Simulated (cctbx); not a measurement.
# Resonant diffraction in Y2NbFeS6

Space group Fm-3m (no. 225), a = 9.5730 Å, b = 9.5730 Å, c = 9.5730 Å, α = 90.00°, β = 90.00°, γ = 90.00°.

```csv
atom,mult.,x,y,z,Ueq (Å²)
Nb1,4,1/2,0,0,0.0075
Y1,8,1/4,1/4,3/4,0.0119
Fe1,4,0,0,0,0.0076
S1,24,0,0,0.7512,0.0135
```

The model was made for the exercise: a known structure type with other elements put in, its volume estimated, not relaxed; displacement parameters are assumed.

Calculated with cctbx: free-atom f′ and f″ from the Sasaki tables, no fine structure; amplitudes in electrons.

```
E (eV)  F 0 2 2  F 3 1 3  F 4 4 0  F 0 0 4
  6512    372.9     58.9    566.9    683.6
  6862    368.9     61.6    562.6    679.2
  6992    365.7     64.3    559.3    675.9
  7052    362.6     67.2    556.3    672.7
  7082    359.9     69.7    553.6    670.0
  7097    357.0     72.5    550.8    667.1
  7104    354.3     75.1    548.3    664.5
  7108    351.6     77.8    545.6    661.8
  7116    352.0     78.1    546.0    661.9
  7120    355.3     74.8    549.1    665.2
  7127    358.1     72.0    551.9    668.0
  7142    361.2     68.8    554.8    671.1
  7172    364.2     65.8    557.7    674.0
  7262    368.3     61.5    561.4    677.9
  7512    372.0     57.0    564.7    681.3
```

**Question.** Which edge is crossed, and why do the reflections move as they do?

The K edge of Fe. The edge is at 7112 eV. f′ of Fe falls from -3.8 e at 6992 eV to -7.3 e at 4 eV below it, and f″ steps from 0.47 to 3.94 e across it. Over that approach |F| changes by -4 % (0 2 2), +21 % (3 1 3), -2 % (4 4 0) and -2 % (0 0 4): a reflection falls where Fe scatters in phase with the total and rises where it scatters against it; it hardly moves where the Fe term is small or cancels by symmetry. Above the edge the larger f″ enters the imaginary part, where it can add to or cancel the other atoms' f″. The structure is centrosymmetric, so Friedel mates stay equal.

[Logs are printed without paths, hosts, clocks, repeated set-up lines and the standing remarks that a program may print on its own settings, such as how far it seeks lower states.]
